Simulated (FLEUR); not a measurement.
# Magnetic state of Cobalt from several starts, part 2 of 2

Wanted: the moments of Cobalt and the energy of each order that was tried.

FLEUR MaX-R8.1; PBE; all-electron FLAPW, Dirac cores, scalar-relativistic bands.

So far, largest spin moment in the muffin-tin sphere (μB): step 2 (order 1, typed as ferro ++) 1.67; step 3 (antiferromagnetic, start moments [2.0, -2.0] μB) 1.04.

## (4) Order 3, typed as no spin polarisation

A spinless run gives the zero against which the gain from the moments is read.

inp.xml reads:

```
<?xml version="1.0" encoding="UTF-8" standalone="no"?>
<fleurInput fleurInputVersion="0.39">
   <comment>
      Co
   </comment>
   <calculationSetup>
      <cutoffs Kmax="3.6" Gmax="10.8" GmaxXC="10.8" numbands="0"/>
      <scfLoop itmax="90" minDistance="0.00002" maxIterBroyd="15" imix="Anderson" alpha="0.05" precondParam="0.0" spinf="2.0" sdNocoIR="T"/>
      <coreElectrons ctail="T" frcor="F" kcrel="1" coretail_lmax="0"/>
      <xcFunctional name="pbe" relativisticCorrections="F"/>
      <magnetism jspins="1"/>
      <soc l_soc="F" theta="0.0" phi="0.0" spav="F"/>
      <expertModes spex="0" secvar="F"/>
      <geometryOptimization l_f="F" forcealpha="1.0" forcemix="BFGS" epsdisp="0.00001" epsforce="0.00001"/>
      <ldaU l_linMix="F" mixParam="0.05" spinf="1.0"/>
   </calculationSetup>
   <cell>
      <bzIntegration valenceElectrons="34.0" mode="hist" fermiSmearingEnergy="0.00183747">
         <kPointListSelection listName="default-1"/>
         <xi:include xmlns:xi="http://www.w3.org/2001/XInclude" href="kpts.xml"> </xi:include>
      </bzIntegration>
      <xi:include xmlns:xi="http://www.w3.org/2001/XInclude" href="sym.xml"> </xi:include>
      <bulkLattice scale="1.0">
         <bravaisMatrix>
            <row-1>    4.7382992847653478     0.0000000000188973     0.0000000000000000</row-1>
            <row-2>   -2.3691496423921228     4.1034875513345304     0.0000000000000000</row-2>
            <row-3>    0.0000000000000000     0.0000000000000000     7.6909963545095392</row-3>
         </bravaisMatrix>
      </bulkLattice>
   </cell>
   <atomSpecies>
      <species name="Cobalt (Co)" element="Co" atomicNumber="27">
         <mtSphere radius="2.3" gridPoints="761" logIncrement="0.016"/>
         <atomicCutoffs lmax="8" lnonsphr="6"/>
         <electronConfig flipSpins="F">
            <coreConfig>(1s1/2) (2s1/2) (2p1/2) (2p3/2)</coreConfig>
            <valenceConfig>(3s1/2) (3p1/2) (3p3/2) (4s1/2) (3d3/2) (3d5/2)</valenceConfig>
            <stateOccupation state="(3d3/2)" spinUp="1.400000" spinDown="1.400000"/>
            <stateOccupation state="(3d5/2)" spinUp="2.100000" spinDown="2.100000"/>
         </electronConfig>
         <energyParameters s="4" p="4" d="3" f="4"/>
         <lo type="SCLO" l="0" n="3" eDeriv="0"/>
         <lo type="SCLO" l="1" n="3" eDeriv="0"/>
      </species>
   </atomSpecies>
   <atomGroups>
      <atomGroup species="Cobalt (Co)">
         <relPos label="                   1">1.000/3.000 -1.000/3.000 1.000/4.000</relPos>
         <relPos label="                   2">-1.000/3.000 1.000/3.000 -1.000/4.000</relPos>
         <force calculate="T" relaxXYZ="TTT"/>
      </atomGroup>
   </atomGroups>
   <output dos="F" band="F" slice="F">
      <bandDOS minEnergy="-.5*Htr" maxEnergy="0.5*Htr" sigma="0.015" storeEVData="T"/>
      <plotting iplot="0" polar="F">
         <plot TwoD="T" vec1="  1.0  0.0  0.0" vec2="  0.0  1.0  0.0" vec3="  0.0  0.0  1.0" zero="  0.0  0.0  0.0" file="plot"/>
      </plotting>
      <moessbauerParams electricFieldGradient="F" isomerShift="T" coreHyperfine="T" valenceHyperfine="T"/>
   </output>
</fleurInput>
```

crystal.txt reads:

```
Co
&input film=F cartesian=F /
2.50739999997  0.00000000001  0.00000000000
-1.25369999999  2.17147209742  0.00000000000
0.00000000000  0.00000000000  4.06990000000
1.8897261246
1.0 1.0 1.0

2
27 0.33333333333  0.66666666667  0.25000000000
27 0.66666666667  0.33333333333  0.75000000000

&kpt div1=18 div2=18 div3=10 gamma=T /
```

Started as:

```bash
$ OMP_NUM_THREADS=1 inpgen -f crystal.txt > inpgen.log  # inp.xml is then edited as shown
$ OMP_NUM_THREADS=1 mpirun -n 4 fleur_MPI > fleur.log
```

The program printed:

```text
[banner, memory and clock lines left out]
Welcome to FLEUR        (www.flapw.de)
      MaX-Release 8.1          (www.max-centre.eu)

 ========== k-point set info ==========
 Selected k-point list: default-1
 k-point list type: mesh
 0 x 0 x 0
 Number of k points: 224

 [... set-up left out ...]
 Iteration:     1   Distance:       8.87709357 me/bohr^3
 [... lines of the core solver left out ...]
 Iteration:     2   Distance:       7.41354169 me/bohr^3
 [... lines of the core solver left out ...]
 Iteration:     3   Distance:       3.15610191 me/bohr^3
[...]
<FermiEnergy value="0.3424152680" units="Htr"/>
         [... left out ...]
         <totalEnergy value="    -2786.9325475251" units="Htr">
            <sumOfEigenvalues value="    -1604.8789782345">
               <coreElectrons value="-1575.3541572117"/>
               <valenceElectrons value="-29.5248210228"/>
            </sumOfEigenvalues>
         [... left out ...]
            <freeEnergy value="-2786.9344231615"/>
            <extrapolationTo0K value="-2786.9334853433"/>
         </totalEnergy>
         <densityConvergence units="me/bohr^3">
            <chargeDensity spin="1" distance="0.0000060280"/>
         </densityConvergence>
      </iteration>
```

Wall time 9.2 s (4 MPI ranks of Arm Neoverse V1, shared host); peak memory 0.17 GiB; 37 s of CPU time.

This step gave:

| Property | Result |
| --- | --- |
| free energy | -75836.3490 eV |
| program's band gap on this mesh (in a metal only a level spacing) | 6.84e-4 eV |
| final state | non-magnetic (no spin polarisation) |

It lies 245 meV a seeded atom over the first start.

## (5) Energies of the orders

Free energies are divided by the number of seeded atoms.

Orders:

```tsv
start	final state	typed order kept	energy over the lowest (meV a seeded atom)	largest sphere moment (μB)	net moment (μB a primitive cell)	mesh matched	CPU time (s)
ferro ++	ferromagnetic	yes	0	1.672	3.214	yes	68.78
antiferro +-	antiferromagnetic	yes	232.4	1.041	0	yes	239.8
no spin polarisation	non-magnetic	-	245.3	0	0	yes	36.64
```

## (6) Spin–orbit coupling, moments along [001]

Spin–orbit coupling ties the spins to the lattice and lets orbital moments form.

A new self-consistent run of the start ferro ++, with the moments along z.

inp.xml reads:

```
<?xml version="1.0" encoding="UTF-8" standalone="no"?>
<fleurInput fleurInputVersion="0.39">
   <comment>
      Co
   </comment>
   <calculationSetup>
      <cutoffs Kmax="3.6" Gmax="10.8" GmaxXC="10.8" numbands="74"/>
      <scfLoop itmax="90" minDistance="0.00002" maxIterBroyd="15" imix="Anderson" alpha="0.05" precondParam="0.0" spinf="2.0" sdNocoIR="T"/>
      <coreElectrons ctail="T" frcor="F" kcrel="1" coretail_lmax="0"/>
      <xcFunctional name="pbe" relativisticCorrections="F"/>
      <magnetism jspins="2"/>
      <soc l_soc="T" theta="0.0" phi="0.0" spav="F"/>
      <expertModes spex="0" secvar="F"/>
      <geometryOptimization l_f="F" forcealpha="1.0" forcemix="BFGS" epsdisp="0.00001" epsforce="0.00001"/>
      <ldaU l_linMix="F" mixParam="0.05" spinf="1.0"/>
   </calculationSetup>
   <cell>
      <bzIntegration valenceElectrons="34.0" mode="hist" fermiSmearingEnergy="0.00183747">
         <kPointListSelection listName="default-1"/>
         <xi:include xmlns:xi="http://www.w3.org/2001/XInclude" href="kpts.xml"> </xi:include>
      </bzIntegration>
      <xi:include xmlns:xi="http://www.w3.org/2001/XInclude" href="sym.xml"> </xi:include>
      <bulkLattice scale="1.0">
         <bravaisMatrix>
            <row-1>    4.7382992847653478     0.0000000000188973     0.0000000000000000</row-1>
            <row-2>   -2.3691496423921228     4.1034875513345304     0.0000000000000000</row-2>
            <row-3>    0.0000000000000000     0.0000000000000000     7.6909963545095392</row-3>
         </bravaisMatrix>
      </bulkLattice>
   </cell>
   <atomSpecies>
      <species name="Cobalt (Co2.000" element="Co" atomicNumber="27">
         <mtSphere radius="2.3" gridPoints="761" logIncrement="0.016"/>
         <atomicCutoffs lmax="8" lnonsphr="6"/>
         <electronConfig flipSpins="F">
            <coreConfig>(1s1/2) (2s1/2) (2p1/2) (2p3/2)</coreConfig>
            <valenceConfig>(3s1/2) (3p1/2) (3p3/2) (4s1/2) (3d3/2) (3d5/2)</valenceConfig>
            <stateOccupation state="(3d3/2)" spinUp="1.5" spinDown="1.3"/>
            <stateOccupation state="(3d5/2)" spinUp="3.0" spinDown="1.2"/>
         </electronConfig>
         <energyParameters s="4" p="4" d="3" f="4"/>
         <lo type="SCLO" l="0" n="3" eDeriv="0"/>
         <lo type="SCLO" l="1" n="3" eDeriv="0"/>
      </species>
   </atomSpecies>
   <atomGroups>
      <atomGroup species="Cobalt (Co2.000">
         <relPos label="                   1">1.000/3.000 -1.000/3.000 1.000/4.000</relPos>
         <relPos label="                   2">-1.000/3.000 1.000/3.000 -1.000/4.000</relPos>
         <force calculate="T" relaxXYZ="TTT"/>
      </atomGroup>
   </atomGroups>
   <output dos="F" band="F" slice="F">
      <bandDOS minEnergy="-.5*Htr" maxEnergy="0.5*Htr" sigma="0.015" storeEVData="T"/>
      <plotting iplot="0" polar="F">
         <plot TwoD="T" vec1="  1.0  0.0  0.0" vec2="  0.0  1.0  0.0" vec3="  0.0  0.0  1.0" zero="  0.0  0.0  0.0" file="plot"/>
      </plotting>
      <moessbauerParams electricFieldGradient="F" isomerShift="T" coreHyperfine="T" valenceHyperfine="T"/>
   </output>
</fleurInput>
```

crystal.txt reads:

```
Co
&input film=F cartesian=F /
2.50739999997  0.00000000001  0.00000000000
-1.25369999999  2.17147209742  0.00000000000
0.00000000000  0.00000000000  4.06990000000
1.8897261246
1.0 1.0 1.0

2
27 0.33333333333  0.66666666667  0.25000000000 : 2.000
27 0.66666666667  0.33333333333  0.75000000000 : 2.000

&soc 0.0000000 0.0000000 /
&kpt div1=18 div2=18 div3=10 gamma=T /
```

The program printed:

```text
[banner, memory and clock lines left out]
Welcome to FLEUR        (www.flapw.de)
      MaX-Release 8.1          (www.max-centre.eu)

 ========== k-point set info ==========
 Selected k-point list: default-1
 k-point list type: mesh
 18 x 18 x 10
 Number of k points: 336

 [... set-up left out ...]
 Iteration:     1   Distance:       8.44506313 me/bohr^3
 [... lines of the core solver left out ...]
 Iteration:     2   Distance:       6.96312103 me/bohr^3
 [... lines of the core solver left out ...]
 Iteration:     3   Distance:       4.04229392 me/bohr^3
 [... lines of the core solver left out ...]
 Iteration:     4   Distance:       0.63225874 me/bohr^3
 [... lines of the core solver left out ...]
 Iteration:     5   Distance:       0.40674159 me/bohr^3
 [... lines of the core solver left out ...]
 Iteration:     6   Distance:       0.20152806 me/bohr^3
 [... lines of the core solver left out ...]
 Iteration:     7   Distance:       0.20907022 me/bohr^3
 [... lines of the core solver left out ...]
 Iteration:     8   Distance:       0.11215470 me/bohr^3
 [... lines of the core solver left out ...]
 Iteration:     9   Distance:       0.12015398 me/bohr^3
 [... lines of the core solver left out ...]
 Iteration:    10   Distance:       0.04144213 me/bohr^3
 [... lines of the core solver left out ...]
 Iteration:    11   Distance:       0.01745239 me/bohr^3
 [... lines of the core solver left out ...]
 Iteration:    12   Distance:       0.00249522 me/bohr^3
 [... lines of the core solver left out ...]
 Iteration:    13   Distance:       0.00053977 me/bohr^3
 [... lines of the core solver left out ...]
[... rest left out ...]

--- out.xml (last complete iteration) ---
<iteration numberForCurrentRun="   15" overallNumber="   15">
         [... left out ...]
         <bandgap value="0.0000000000" units="eV"/>
         <sumValenceSingleParticleEnergies value="-29.4889251576" units="Htr"/>
         <FermiEnergy value="0.3466216902" units="Htr"/>
         [... left out ...]
         <magneticMomentsInMTSpheres units="muBohr">
            <globalMagMoment atomType="1" vec="0.00000   0.00000   1.66980"/>
         </magneticMomentsInMTSpheres>
         <orbitalMomentsInMTSpheres units="muBohr">
            <globalMagMoment atomType="1" vec="0.00000   0.00000   0.07899"/>
         </orbitalMomentsInMTSpheres>
         [... left out ...]
         <totalEnergy value="    -2786.9534391400" units="Htr">
            <sumOfEigenvalues value="    -1604.7106995720">
               <coreElectrons value="-1575.2217744144"/>
               <valenceElectrons value="-29.4889251576"/>
            </sumOfEigenvalues>
         [... left out ...]
            <freeEnergy value="-2786.9539690436"/>
            <extrapolationTo0K value="-2786.9537040918"/>
         </totalEnergy>
         <densityConvergence units="me/bohr^3">
            <chargeDensity spin="1" distance="0.0000093600"/>
            <chargeDensity spin="2" distance="0.0000083539"/>
            <overallChargeDensity distance="0.0000098060"/>
            <spinDensity distance="0.0000147863"/>
         </densityConvergence>
      </iteration>
```

Wall time 1.7 min (4 MPI ranks); peak memory 0.41 GiB; 6.8 min of CPU time.

Read from the output:

- free energy: -75836.8809 eV
- program's band gap on this mesh (in a metal only a level spacing): 0 eV
- magnetization: 3.210 μB
- final state: ferromagnetic
- largest moment: 1.670 μB
- orbital moment along the spin: 0.07899 μB

Orbital moment in the sphere, along the spin axis by atom:

```tsv
atom	orbital moment in the sphere, along the spin axis (μB)
Co1	0.0790
Co2	0.0790
```

Fields along z, the direction of positive moments; semicore shells count as valence. Hyperfine fields at the nuclei:

```tsv
atom	core contact (T)	valence contact (T)	dipolar (T)	orbital (T)	sum (T)	density at the nucleus (e/bohr³)
Co1	-48.1	21.91	0.1465	5.559	-20.48	17300
Co2	-48.1	21.91	0.1465	5.559	-20.48	17300
```

## (7) What came out

| Property | Result |
| --- | --- |
| lowest state found | ferromagnetic (typed ferro ++) |
| largest site spin moment | 1.67 μB |
| next finished state | antiferromagnetic, 232 meV a seeded atom higher |
| energy gained by spin polarisation | 245 meV a seeded atom |
| hyperfine field at Co1, along its moment | -20.5 T |
| orbital moment on the atom of largest spin, along its spin (spin–orbit run) | 0.0790 μB |

**Reading.** The lowest state found is ferromagnetic, reached from the start ferro ++, with moments up to 1.67 μB. The next finished state costs 232 meV a seeded atom. At Co1 the core shells give -48.1 T and the valence and semicore s states 21.9 T along the moment, -15.7 T per μB together; orbital and dipolar parts add 5.7 T. Semilocal functionals tend to give too weak a core polarisation. The orbital moment is parallel to the spin, as Hund's third rule has it for a shell over half filled. Only 3 starts were tried; other patterns of signs, canted and longer-period orders were not.

[Logs and program files are shortened in this print: banners, set-up blocks, solver, clock and traceback lines can be left out without a mark of their own.]

[Logs are printed without paths, hosts, clocks, repeated set-up lines and the standing remarks that a program may print on its own settings, such as how far it seeks lower states.]

[Hosts, paths, dates, database ids (printed as entryN), source tags and the programs' standing remarks are cut or masked in the printed files.]

[Where a cell is said to come from a database of computed structures, the database is the Materials Project.]
